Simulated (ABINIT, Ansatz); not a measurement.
**Quasiparticle gap of MgB2C2 (Pnnm) in ABINIT**

Wanted: ground state, empty states, screening and self-energy for MgB2C2 (Pnnm).

Calculated with ABINIT 10.8.3; PBEsol and many-body steps on it, plane waves.

## 1. The structure

The structure is orthorhombic, space group Pnnm (No. 58). Conventional cell: a = 4.615 Å, b = 7.179 Å, c = 2.765 Å, α = 90.00°, β = 90.00°, γ = 90.00°. Mg has 6 C at 2.32 to 2.40 Å and 6 B at 2.42 to 2.44 Å nearest. Nearest to B lie 3 C at 1.57 to 1.59 Å and 3 Mg at 2.42 to 2.44 Å. Nearest to C lie 3 B at 1.57 to 1.59 Å and 3 Mg at 2.32 to 2.40 Å. Farther neighbours, and contacts between anions beyond the nearest, are not listed.

The cell and positions are those that the Materials Project relaxed with its own functionals (PBE, PBE+U or r2SCAN), kept fixed.

## 2. Ground state

This step: ABINIT 10.8.3; DFT, PBEsol, plane waves, norm-conserving pseudopotentials.

The ground-state density comes first.

File run.abi:

```
acell 3*1.0 Angstrom
rprim 
  4.614773700000 0.000000000000 0.000000000000
  0.000000000000 7.178871410000 0.000000000000
  0.000000000000 0.000000000000 2.765296290000
ntypat 3
znucl 12 5 6
natom 10
typat 1 1 2 2 2 2 3 3 3 3
xred 
  0.500000000000 0.500000000000 0.500000000000
  0.000000000000 0.000000000000 0.000000000000
  0.883450940000 0.729625690000 0.500000000000
  0.116549060000 0.270374310000 0.500000000000
  0.616549060000 0.229625690000 0.000000000000
  0.383450940000 0.770374310000 0.000000000000
  0.785476000000 0.220340420000 0.500000000000
  0.214524000000 0.779659580000 0.500000000000
  0.714524000000 0.720340420000 0.000000000000
  0.285476000000 0.279659580000 0.000000000000
pp_dirpath "pseudos"
pseudos "Mg.upf, B.upf, C.upf"
ecut 38
ngkpt 4 4 8
nshiftk 1
shiftk 0 0 0
kptopt 1
chksymbreak 0
nband 33
occopt 1
tolvrs 1e-10
nstep 60
prtwf 0
optforces 0
optstress 0
indata_prefix "in"
outdata_prefix "out"
tmpdata_prefix "tmp"
```

On the command line:

```sh
OMP_NUM_THREADS=1 mpirun -n 8 abinit run.abi > log
```

The program printed:

```text
.Version 10.8.3 of ABINIT. v10.8.2 released Aug 2026.

 Symmetries : space group Pn n m (# 58); Bravais oP (primitive ortho.)
================================================================================
 Values of the parameters that define the memory need of the present run
     intxc =       0    ionmov =       0      iscf =       7    lmnmax =       4
     lnmax =       4     mgfft =      80  mpssoang =       2    mqgrid =    3765
     natom =      10  nloc_mem =       1    nspden =       1   nspinor =       1
    nsppol =       1      nsym =       8    n1xccc =    2501    ntypat =       3
    occopt =       1   xclevel =       2
-    mband =          33        mffmem =           1         mkmem =           6
       mpw =        6948          nfft =      120000          nkpt =          45
================================================================================
  Rough estimation (10% accuracy) of disk space for files :
================================================================================

--------------------------------------------------------------------------------
------------- Echo of variables that govern the present computation ------------
--------------------------------------------------------------------------------
 -outvars: echo values of preprocessed input variables --------
            acell      1.8897261259E+00  1.8897261259E+00  1.8897261259E+00 Bohr

      chksymbreak           0
             ecut      3.80000000E+01 Hartree
-          fftalg         312

              ixc     -116133
              kpt      0.00000000E+00  0.00000000E+00  0.00000000E+00
                       2.50000000E-01  0.00000000E+00  0.00000000E+00
                       5.00000000E-01  0.00000000E+00  0.00000000E+00
                       0.00000000E+00  2.50000000E-01  0.00000000E+00
                       2.50000000E-01  2.50000000E-01  0.00000000E+00
                       5.00000000E-01  2.50000000E-01  0.00000000E+00
                       0.00000000E+00  5.00000000E-01  0.00000000E+00
                       2.50000000E-01  5.00000000E-01  0.00000000E+00
                       5.00000000E-01  5.00000000E-01  0.00000000E+00
   [... 34 further rows ...]
                       2.50000000E-01  5.00000000E-01  5.00000000E-01
                       5.00000000E-01  5.00000000E-01  5.00000000E-01
         kptrlatt        4    0    0      0    4    0      0    0    8
          kptrlen      3.48826337E+01
P           mkmem           6
            natom          10
            nband          33
            ngfft          50      80      30
             nkpt          45
            nstep          60
             nsym           8
           ntypat           3
              occ      2.000000  2.000000  2.000000  2.000000  2.000000  2.000000
                       2.000000  2.000000  2.000000  2.000000  2.000000  2.000000
                       2.000000  2.000000  2.000000  2.000000  2.000000  2.000000
                       2.000000  2.000000  2.000000  2.000000  2.000000  2.000000
                       0.000000  0.000000  0.000000  0.000000  0.000000  0.000000
[...]
optforces           0
        optstress           0
            prtwf           0
            rprim      4.6147737000E+00  0.0000000000E+00  0.0000000000E+00
[...]
spgroup          58

           tolvrs      1.00000000E-10

             xred      5.0000000000E-01  5.0000000000E-01  5.0000000000E-01
[...]
znucl       12.00000    5.00000    6.00000

================================================================================

 chkinp: Checking input parameters for consistency.

================================================================================
== DATASET  1 ==================================================================
-   mpi_nproc: 8, omp_nthreads: 1 (-1 if OMP is not activated)

--- !DatasetInfo
iteration_state: {dtset: 1, }
dimensions: {natom: 10, nkpt: 45, mband: 33, nsppol: 1, nspinor: 1, nspden: 1, mpw: 6948, }
cutoff_energies: {ecut:  38.0, pawecutdg:  -1.0, }
electrons: {nelect:   4.80000000E+01, charge:   0.00000000E+00, occopt:   1.00000000E+00, tsmear:   1.00000000E-02, }

 Real(R)+Recip(G) space primitive vectors, cartesian coordinates (Bohr,Bohr^-1):
 R(1)=  8.7206584  0.0000000  0.0000000  G(1)=  0.1146702  0.0000000  0.0000000
 R(2)=  0.0000000 13.5661009  0.0000000  G(2)=  0.0000000  0.0737131  0.0000000
 R(3)=  0.0000000  0.0000000  5.2256526  G(3)=  0.0000000  0.0000000  0.1913637
 Unit cell volume ucvol=  6.1822257E+02 bohr^3
 Angles (23,13,12)=  9.00000000E+01  9.00000000E+01  9.00000000E+01 degrees

 getcut: wavevector=  0.0000  0.0000  0.0000  ngfft=  50  80  30
         ecut(hartree)=     38.000   => boxcut(ratio)=   2.06616

--- Pseudopotential description ------------------------------------------------
- Mg Generated using ONCVPSP code by D. R. Hamann
- 12.00000  10.00000  180301                  znucl, zion, pspdat
12 -116133 1 -1 1510                          pspcod,pspxc,lmax,lloc,mmax
     nproj     2     2
  pspatm : epsatm=    9.18226799
         --- l  ekb(1:nproj) -->
[...]
pspatm: atomic psp has been read  and splines computed

- B Generated using ONCVPSP code by D. R. Hamann
-  5.00000   3.00000  180301                  znucl, zion, pspdat
12 -116133 1 -1 1534                          pspcod,pspxc,lmax,lloc,mmax
     nproj     2     2
  pspatm : epsatm=    3.20154509
         --- l  ekb(1:nproj) -->
[...]
pspatm: atomic psp has been read  and splines computed

- C Generated using ONCVPSP code by D. R. Hamann
-  6.00000   4.00000  180301                  znucl, zion, pspdat
12 -116133 1 -1 1248                          pspcod,pspxc,lmax,lloc,mmax
     nproj     2     2
  pspatm : epsatm=    4.34909242
         --- l  ekb(1:nproj) -->
[...]
pspatm: atomic psp has been read  and splines computed

   2.33122013E+03                                ecore*ucvol(ha*bohr**3)
--------------------------------------------------------------------------------

_setup2: Arith. and geom. avg. npw (full set) are    6917.180    6917.169

================================================================================

--- !BeginCycle
iteration_state: {dtset: 1, }
solver: {iscf: 7, nstep: 60, nline: 4, wfoptalg: 0, }
tolerances: {tolvrs: 1.00E-10, }

     iter   Etot(hartree)      deltaE(h)  residm     vres2
 ETOT  1  -154.06195820475    -1.541E+02 8.563E-02 1.979E+03
 ETOT  2  -154.35093519883    -2.890E-01 2.974E-02 2.199E+02
 ETOT  3  -154.41790298838    -6.697E-02 1.726E-02 3.911E+01
 ETOT  4  -154.42772128486    -9.818E-03 4.101E-03 6.604E-01
 ETOT  5  -154.42776900489    -4.772E-05 2.733E-03 4.595E-02
 ETOT  6  -154.42777173230    -2.727E-06 1.840E-03 2.037E-03
 ETOT  7  -154.42777186760    -1.353E-07 1.444E-03 3.480E-05
 ETOT  8  -154.42777187112    -3.519E-09 7.689E-04 7.914E-07
 ETOT  9  -154.42777187122    -9.467E-11 1.155E-03 3.008E-08
 ETOT 10  -154.42777187122    -4.263E-12 6.303E-04 8.358E-10
 ETOT 11  -154.42777187122     4.263E-12 6.527E-04 1.740E-11

 At SCF step   11       vres2   =  1.74E-11 < tolvrs=  1.00E-10 =>converged.

--- !ResultsGS
iteration_state: {dtset: 1, }
comment   : Summary of ground state results
lattice_vectors:
- [  8.7206584,   0.0000000,   0.0000000, ]
- [  0.0000000,  13.5661009,   0.0000000, ]
- [  0.0000000,   0.0000000,   5.2256526, ]
lattice_lengths: [   8.72066,   13.56610,    5.22565, ]
lattice_angles: [ 90.000,  90.000,  90.000, ] # degrees, (23, 13, 12)
lattice_volume:   6.1822257E+02
convergence: {deltae:  4.263E-12, res2:  1.740E-11, residm:  6.527E-04, diffor:  0.000E+00, }
etotal    :  -1.54427772E+02
entropy   :   0.00000000E+00
fermie    :   2.20171095E-01
cartesian_stress_tensor: null
pressure_GPa: null
xred      :
- [  5.0000E-01,   5.0000E-01,   5.0000E-01, Mg]
- [  0.0000E+00,   0.0000E+00,   0.0000E+00, Mg]
- [  8.8345E-01,   7.2963E-01,   5.0000E-01,  B]
- [  1.1655E-01,   2.7037E-01,   5.0000E-01,  B]
- [  6.1655E-01,   2.2963E-01,   0.0000E+00,  B]
- [  3.8345E-01,   7.7037E-01,   0.0000E+00,  B]
- [  7.8548E-01,   2.2034E-01,   5.0000E-01,  C]
- [  2.1452E-01,   7.7966E-01,   5.0000E-01,  C]
- [  7.1452E-01,   7.2034E-01,   0.0000E+00,  C]
- [  2.8548E-01,   2.7966E-01,   0.0000E+00,  C]
cartesian_forces: null
force_length_stats: {min: null, max: null, mean: null, }

 Integrated electronic density in atomic spheres:
 ------------------------------------------------
 Atom  Sphere_radius  Integrated_density
[...]
================================================================================

 ----iterations are completed or convergence reached----

 Mean square residual over all n,k,spin=   25.549E-07; max=  65.272E-05
 reduced coordinates (array xred) for   10 atoms
[...]
0.383451      0.770374      0.000000
       0.785476      0.220340      0.500000
       0.214524      0.779660      0.500000
       0.714524      0.720340      0.000000
       0.285476      0.279660      0.000000
 rms dE/dt=  0.0000E+00; max dE/dt=  0.0000E+00; dE/dt below (all hartree)
    1       0.000000      0.000000      0.000000
    2       0.000000      0.000000      0.000000
    3       0.000000      0.000000      0.000000
    4       0.000000      0.000000      0.000000
    5       0.000000      0.000000      0.000000
    6       0.000000      0.000000      0.000000
    7       0.000000      0.000000      0.000000
    8       0.000000      0.000000      0.000000
    9       0.000000      0.000000      0.000000
   10       0.000000      0.000000      0.000000

 cartesian coordinates (angstrom) at end:
[...]
6      1.769539     5.530418     0.000000
    7      3.624794     1.581796     1.382648
    8      0.989980     5.597076     1.382648
    9      3.297367     5.171231     0.000000
   10      1.317407     2.007640     0.000000
 length scales=  1.889726  1.889726  1.889726 bohr
              =  1.000000  1.000000  1.000000 angstroms
 prteigrs : about to open file out_EIG
 Fermi (or HOMO) energy (hartree) =   0.22017   Average Vxc (hartree)=  -0.40564
 Eigenvalues (hartree) for nkpt=  45  k points:
 kpt#   1, nband= 33, wtk=  0.00781, kpt=  0.0000  0.0000  0.0000 (reduced coord)
  -2.53996   -2.53995   -1.32658   -1.32657   -1.32563   -1.32563   -1.32548   -1.32546
  -0.33316   -0.31033   -0.18415   -0.18319   -0.09171   -0.07690   -0.04245    0.06258
   0.09805    0.10126    0.11209    0.15870    0.18028    0.20838    0.21136    0.22017
   0.28428    0.30942    0.35977    0.42762    0.43190    0.50861    0.50962    0.53248
   0.53656
 prteigrs : prtvol=0 or 1, do not print more k-points.

--- !EnergyTerms
iteration_state     : {dtset: 1, }
comment             : Components of total free energy in Hartree
kinetic             :  9.286746E+01
hartree             :  4.978694E+01
xc                  : -2.913706E+01
Ewald energy        : -8.876272E+01
psp_core            :  3.770843E+00
local_psp           : -1.457421E+02
non_local_psp       : -3.721115E+01
total_energy        : -1.544278E+02
total_energy_eV     : -4.202194E+03
band_energy         : -2.624801E+01

== END DATASET(S) ==============================================================
================================================================================

 -outvars: echo values of variables after computation  --------
           etotal     -1.5442777187E+02
            nband          33
             nkpt          45
          spgroup          58
 [... the other variables as echoed above ...]

 Calculation completed.
```

Wall time 53 s (8 MPI ranks of Arm Neoverse V2, shared host); peak memory 0.82 GiB.

Numbers from this step:

```
total energy               : -4202.1937 eV
gap                        : 1.234 eV
k of the valence top       : 0, 0, 0
k of the conduction bottom : 0, 0, 0.25
least direct gap           : 1.745 eV
```

The gap is indirect, with the least direct gap 0.51 eV higher.

(Continued in part 2 of 3.)

[Long decimals in the printed logs are rounded to 6 places.]

[Logs are printed without paths, hosts, clocks, repeated set-up lines and the standing remarks that a program may print on its own settings, such as how far it seeks lower states.]

[Paths, hosts, dates, memory and timing lines, banners, echoed tables and standing remarks are left out of the program output; an Ansatz launch command may be rebuilt from the run's recorded settings. Measured values are a selection of at most five: reports struck by readers or far from the other reports are left out. None is set beside runs whose start may be inverted or whose files or cutoffs have a known fault.]

[Runs of the session that timed out or met a known fault of the program may be left out.]

[Hosts, paths, dates, database ids (printed as entryN), source tags and the programs' standing remarks are cut or masked in the printed files.]

[G0W0 gaps are taken among the corrected bands and points alone; a level outside them can change the order at an edge.]

[Where Ansatz stands beside ABINIT at settings called matched, ABINIT's density can come from a denser mesh and the files from another edition; pairs whose starting gaps differed by over 0.03 eV were left out, so agreement reads better than it is.]
